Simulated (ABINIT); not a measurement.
# Beyond one shot: SnO2 (Cassiterite), part 3 of 3

Wanted: G0W0 and self-consistent gaps of SnO2 (Cassiterite), with the cost of the cycles.

ABINIT 10.8.3; PBE and many-body steps on it, plane waves. Known limits of the many-body steps: not at the basis limit; no spin-orbit coupling; coarse k mesh.

So far. Step 11 (QSGW, cycle 3): Against the cycle before, the gap moves by +0.112 eV.

## 14. QSGW, cycle 4

This step: QSGW on PBE, plane waves, norm-conserving pseudopotentials.

run.abi

```
acell 3*1.0 Angstrom
rprim 
  4.738000000000 0.000000000000 0.000000000000
  0.000000000000 4.738000000000 0.000000000000
  0.000000000000 0.000000000000 3.186500000000
ntypat 2
znucl 50 8
natom 6
typat 1 1 2 2 2 2
xred 
  0.000000000000 0.000000000000 0.000000000000
  0.500000000000 0.500000000000 0.500000000000
  0.307100000000 0.307100000000 0.000000000000
  0.192900000000 0.807100000000 0.500000000000
  0.692900000000 0.692900000000 0.000000000000
  0.807100000000 0.192900000000 0.500000000000
pp_dirpath "pseudos"
pseudos "Sn.upf, O.upf"
ecut 42
ngkpt 2 2 4
nshiftk 1
shiftk 0 0 0
kptopt 1
chksymbreak 0
istwfk *1
occopt 1
irdwfk 1
optdriver 4
nband 63
gwcalctyp 28
ecutsigx 42
symsigma 0
nkptgw 9
kptgw 
  0.0000000000 0.0000000000 0.0000000000
  0.5000000000 0.0000000000 0.0000000000
  0.5000000000 0.5000000000 0.0000000000
  0.0000000000 0.0000000000 0.2500000000
  0.5000000000 0.0000000000 0.2500000000
  0.5000000000 0.5000000000 0.2500000000
  0.0000000000 0.0000000000 0.5000000000
  0.5000000000 0.0000000000 0.5000000000
  0.5000000000 0.5000000000 0.5000000000
bdgw 
  23 40
  23 40
  23 40
  23 40
  23 40
  23 40
  23 40
  23 40
  23 40
ecuteps 3.2
irdscr 1
ppmodel 1
irdqps 1
rhoqpmix 0.3
indata_prefix "in"
outdata_prefix "out"
tmpdata_prefix "tmp"
```

On the command line:

```sh
$ OMP_NUM_THREADS=1 mpirun -n 8 abinit run.abi > log
```

Numbers of over 12 decimals in the logs are rounded to 6 here.

Output:

```text
.Version 10.8.3 of ABINIT. v10.8.2 released Aug 2026.

 Symmetries : space group P4_2/m n m (#136); Bravais tP (primitive tetrag.)
[... echo of the input left out ...]
== DATASET  1 ==================================================================
-   mpi_nproc: 8, omp_nthreads: 1 (-1 if OMP is not activated)

--- !DatasetInfo
iteration_state: {dtset: 1, }
dimensions: {natom: 6, nkpt: 9, mband: 63, nsppol: 1, nspinor: 1, nspden: 1, mpw: 6312, }
cutoff_energies: {ecut:  42.0, pawecutdg:  -1.0, }
[...]
.  kptgw no:  4; Maximum DeltaE = (   0.012   0.002) for band index:  3
[...]
.  kptgw no:  8; Maximum DeltaE = (   0.016   0.000) for band index:  2
.  kptgw no:  9; Maximum DeltaE = (   0.016  -0.001) for band index:  4

== END DATASET(S) ==============================================================
================================================================================

 -outvars: echo values of variables after computation  --------
           etotal      0.0000000000E+00
            nband          63
             nkpt           9
          spgroup         136
 [... the other variables as echoed above ...]

 Calculation completed.
```

Wall time 34 s (8 MPI ranks of Arm Neoverse V1, shared host); peak memory 3.5 GiB.

Numbers from this step:

* quasiparticle gap on the mesh: 3.726 eV
* gap of the density functional on the mesh: 1.284 eV
* k of the valence top: 0, 0, 0
* k of the conduction bottom: 0, 0, 0
* least direct quasiparticle gap on the computed points: 3.726 eV

Against the cycle before, the gap moves by +0.030 eV.

## 15. Screening, 2×2×4 mesh, 63 bands, screening to 87.1 eV

This step: RPA screening on PBE, plane waves, norm-conserving pseudopotentials.

run.abi

```
acell 3*1.0 Angstrom
rprim 
  4.738000000000 0.000000000000 0.000000000000
  0.000000000000 4.738000000000 0.000000000000
  0.000000000000 0.000000000000 3.186500000000
ntypat 2
znucl 50 8
natom 6
typat 1 1 2 2 2 2
xred 
  0.000000000000 0.000000000000 0.000000000000
  0.500000000000 0.500000000000 0.500000000000
  0.307100000000 0.307100000000 0.000000000000
  0.192900000000 0.807100000000 0.500000000000
  0.692900000000 0.692900000000 0.000000000000
  0.807100000000 0.192900000000 0.500000000000
pp_dirpath "pseudos"
pseudos "Sn.upf, O.upf"
ecut 42
ngkpt 2 2 4
nshiftk 1
shiftk 0 0 0
kptopt 1
chksymbreak 0
istwfk *1
occopt 1
irdwfk 1
optdriver 3
nband 63
ecuteps 3.2
inclvkb 2
awtr 1
symchi 1
gwcalctyp 28
mbpt_sciss 3.309 eV
nqptdm 1
qptdm 
  0 0 0
indata_prefix "in"
outdata_prefix "out"
tmpdata_prefix "tmp"
```

Output:

```text
.Version 10.8.3 of ABINIT. v10.8.2 released Aug 2026.

 Symmetries : space group P4_2/m n m (#136); Bravais tP (primitive tetrag.)
[... echo of the input left out ...]
== DATASET  1 ==================================================================
-   mpi_nproc: 8, omp_nthreads: 1 (-1 if OMP is not activated)

--- !DatasetInfo
iteration_state: {dtset: 1, }
dimensions: {natom: 6, nkpt: 9, mband: 63, nsppol: 1, nspinor: 1, nspden: 1, mpw: 6312, }
cutoff_energies: {ecut:  42.0, pawecutdg:  -1.0, }
[...]
[... chi0 elements left out ...]
 For q-point:  0.000010 0.000020 0.000030
  dielectric constant =   3.7135
  dielectric constant without local fields =   3.8068

  Average fulfillment of the sum rule on Im[epsilon] for q-point    1 :     24.08  [%]
[... wings left out ...]
== END DATASET(S) ==============================================================
================================================================================

 -outvars: echo values of variables after computation  --------
           etotal      0.0000000000E+00
            nband          63
             nkpt           9
          spgroup         136
 [... the other variables as echoed above ...]

 Calculation completed.
```

The job ended after 9.5 s (8 MPI ranks; peak memory 2.5 GiB; 75 s of CPU time).

This step gave:

| Item | Value |
| --- | --- |
| ε∞ with local fields, on this mesh, along the program's q direction | 3.713 |
| the same without local fields | 3.807 |
| plasma frequency | 36.20 eV |
| plane waves in the screening matrix | 137 |

This screening uses the functional's bands under a rigid shift, the mean opening of the cycle before.

## 16. Screening, 2×2×4 mesh, 63 bands, screening to 87.1 eV

This step: RPA screening on PBE from quasiparticle energies and orbitals, plane waves, norm-conserving pseudopotentials.

Edit run.abi of step 15 so:

```diff
@@ -33,7 +33,14 @@
 symchi 1
+irdqps 1
 gwcalctyp 28
-mbpt_sciss 3.309 eV
-nqptdm 1
+nqptdm 8
 qptdm 
-  0 0 0
+  0.5000000000 0.0000000000 0.0000000000
+  0.5000000000 0.5000000000 0.0000000000
+  0.0000000000 0.0000000000 0.2500000000
+  0.5000000000 0.0000000000 0.2500000000
+  0.5000000000 0.5000000000 0.2500000000
+  0.0000000000 0.0000000000 0.5000000000
+  0.5000000000 0.0000000000 0.5000000000
+  0.5000000000 0.5000000000 0.5000000000
 indata_prefix "in"
```

mrgscr.stdin

```
2
merged
q0_SCR
out_SCR
1
```

On the command line:

```sh
$ OMP_NUM_THREADS=1 mpirun -n 8 abinit run.abi > log; mrgscr < mrgscr.stdin
```

Output:

```text
.Version 10.8.3 of ABINIT. v10.8.2 released Aug 2026.

 Symmetries : space group P4_2/m n m (#136); Bravais tP (primitive tetrag.)
[... echo of the input left out ...]
== DATASET  1 ==================================================================
-   mpi_nproc: 8, omp_nthreads: 1 (-1 if OMP is not activated)

--- !DatasetInfo
iteration_state: {dtset: 1, }
dimensions: {natom: 6, nkpt: 9, mband: 63, nsppol: 1, nspinor: 1, nspden: 1, mpw: 6312, }
cutoff_energies: {ecut:  42.0, pawecutdg:  -1.0, }
[...]
q-point number  1        q = ( 0.500000, 0.000000, 0.000000) [r.l.u.]
--------------------------------------------------------------------------------
[... chi0 elements left out ...]
  Average fulfillment of the sum rule on Im[epsilon] for q-point    2 :     31.56  [%]

--------------------------------------------------------------------------------
  q-point number  2        q = ( 0.500000, 0.500000, 0.000000) [r.l.u.]
--------------------------------------------------------------------------------
[... chi0 elements left out ...]
  Average fulfillment of the sum rule on Im[epsilon] for q-point    3 :     29.09  [%]

 [... 6 further q-points ...]
```

It took 8.9 s on 8 MPI ranks; peak memory 2 GiB; 70 s of CPU time.

This step gave:

| Quantity | Value |
| --- | --- |
| plasma frequency | 36.20 eV |
| plane waves in the screening matrix | 137 |

This screening reads the quasiparticle levels of the cycle before.

## 17. QSGW, cycle 5

This step: QSGW on PBE, plane waves, norm-conserving pseudopotentials.

Edit run.abi of step 16 so:

```diff
@@ -27,12 +27,10 @@
 irdwfk 1
-optdriver 3
+optdriver 4
 nband 63
-ecuteps 3.2
-inclvkb 2
-awtr 1
-symchi 1
-irdqps 1
 gwcalctyp 28
-nqptdm 8
-qptdm 
+ecutsigx 42
+symsigma 0
+nkptgw 9
+kptgw 
+  0.0000000000 0.0000000000 0.0000000000
   0.5000000000 0.0000000000 0.0000000000
@@ -45,2 +43,17 @@
   0.5000000000 0.5000000000 0.5000000000
+bdgw 
+  23 40
+  23 40
+  23 40
+  23 40
+  23 40
+  23 40
+  23 40
+  23 40
+  23 40
+ecuteps 3.2
+irdscr 1
+ppmodel 1
+irdqps 1
+rhoqpmix 0.3
 indata_prefix "in"
```

On the command line:

```sh
$ OMP_NUM_THREADS=1 mpirun -n 8 abinit run.abi > log
```

Output:

```text
.Version 10.8.3 of ABINIT. v10.8.2 released Aug 2026.

 Symmetries : space group P4_2/m n m (#136); Bravais tP (primitive tetrag.)
[... echo of the input left out ...]
== DATASET  1 ==================================================================
-   mpi_nproc: 8, omp_nthreads: 1 (-1 if OMP is not activated)

--- !DatasetInfo
iteration_state: {dtset: 1, }
dimensions: {natom: 6, nkpt: 9, mband: 63, nsppol: 1, nspinor: 1, nspden: 1, mpw: 6312, }
cutoff_energies: {ecut:  42.0, pawecutdg:  -1.0, }
[...]
.  kptgw no:  4; Maximum DeltaE = (   0.003   0.001) for band index:  1
[...]
.  kptgw no:  8; Maximum DeltaE = (   0.005   0.000) for band index:  1
.  kptgw no:  9; Maximum DeltaE = (   0.004  -0.002) for band index:  4

== END DATASET(S) ==============================================================
================================================================================

 -outvars: echo values of variables after computation  --------
           etotal      0.0000000000E+00
            nband          63
             nkpt           9
          spgroup         136
 [... the other variables as echoed above ...]

 Calculation completed.
```

The job ended after 34 s (8 MPI ranks; peak memory 3.5 GiB).

This step gave:

| Item | Value |
| --- | --- |
| quasiparticle gap on the mesh | 3.726 eV |
| gap of the density functional on the mesh | 1.284 eV |
| k of the valence top | 0, 0, 0 |
| k of the conduction bottom | 0, 0, 0 |
| least direct quasiparticle gap on the computed points | 3.726 eV |

Against the cycle before, the gap moves by +0.000 eV.

## 18. Side by side

Times are wall times on 8 MPI ranks of Arm Neoverse V1, shared host, good to a factor of about two. A run's time includes the screening step that it read.

| run | mesh | bands | screening cutoff (eV) | DFT gap (eV) | gap on the mesh (eV) | direct (eV) | ε∞ used | time |
| --- | --- | --- | --- | --- | --- | --- | --- | --- |
| G0W0 | 2×2×4 | 63 | 87.1 | 1.284 | 2.881 | 2.881 | 5.06 | 19 s |
| QSGW, cycle 1 | 2×2×4 | 63 | 87.1 | 1.284 | 3.134 | 3.134 | 5.06 | 50 s |
| QSGW, cycle 2 | 2×2×4 | 63 | 87.1 | 1.284 | 3.584 | 3.584 | 3.84 | 53 s |
| QSGW, cycle 3 | 2×2×4 | 63 | 87.1 | 1.284 | 3.696 | 3.696 | 3.75 | 53 s |
| QSGW, cycle 4 | 2×2×4 | 63 | 87.1 | 1.284 | 3.726 | 3.726 | 3.72 | 53 s |
| QSGW, cycle 5 | 2×2×4 | 63 | 87.1 | 1.284 | 3.726 | 3.726 | 3.71 | 53 s |

## 19. Outcome

| Item | Value |
| --- | --- |
| G0W0 | 2.881 eV |
| QSGW, cycle 1 | 3.134 eV |
| QSGW, cycle 2 | 3.584 eV |
| QSGW, cycle 3 | 3.696 eV |
| QSGW, cycle 4 | 3.726 eV |
| QSGW, cycle 5 | 3.726 eV |
| known limits | not at the basis limit; no spin-orbit coupling; coarse k mesh |

Only the bands that the input lists are updated; the others, empty or deep, keep the functional's energies or take a rigid shift. QSGW ends at 3.73 eV, +0.84 eV from G0W0, after 5 cycles that took 4.1 min beside the first screening; the last moved the gap by 0.000 eV. Against experiment, by QSGW, cycle 5: the gap of 3.73 eV lies +0.13 eV from the measured 3.6 eV (kind not stated, quoted 2022). These are gaps on the mesh, at modest bands and cutoff. The calculation has static nuclei and no excitons; a measured gap holds zero-point and thermal motion, which mostly lowers it. Bands and cutoff are finite, so the gap is not at the basis limit. The miss can reach some tenths of an eV and take either sign; the mesh is an error of its own. The 2×2×4 mesh is coarse for this cell, which bears on the long-range parts of exchange and screening. In the updated screening the q = 0 part is built from Kohn-Sham bands under a rigid shift, the other q from the quasiparticle levels. The many-body steps are scalar-relativistic: spin-orbit coupling is not in them.

[Paths, hosts, dates, memory and timing lines, banners, echoed tables and standing remarks are left out of the program output.]

[Logs are printed without paths, hosts, clocks, repeated set-up lines and the standing remarks that a program may print on its own settings, such as how far it seeks lower states.]

[Runs of the session that timed out or met a known fault of the program may be left out.]

[Hosts, paths, dates, database ids (printed as entryN), source tags and the programs' standing remarks are cut or masked in the printed files.]

[G0W0 gaps are taken among the corrected bands and points alone; a level outside them can change the order at an edge.]

[Where Ansatz stands beside ABINIT at settings called matched, ABINIT's density can come from a denser mesh and the files from another edition; pairs whose starting gaps differed by over 0.03 eV were left out, so agreement reads better than it is.]
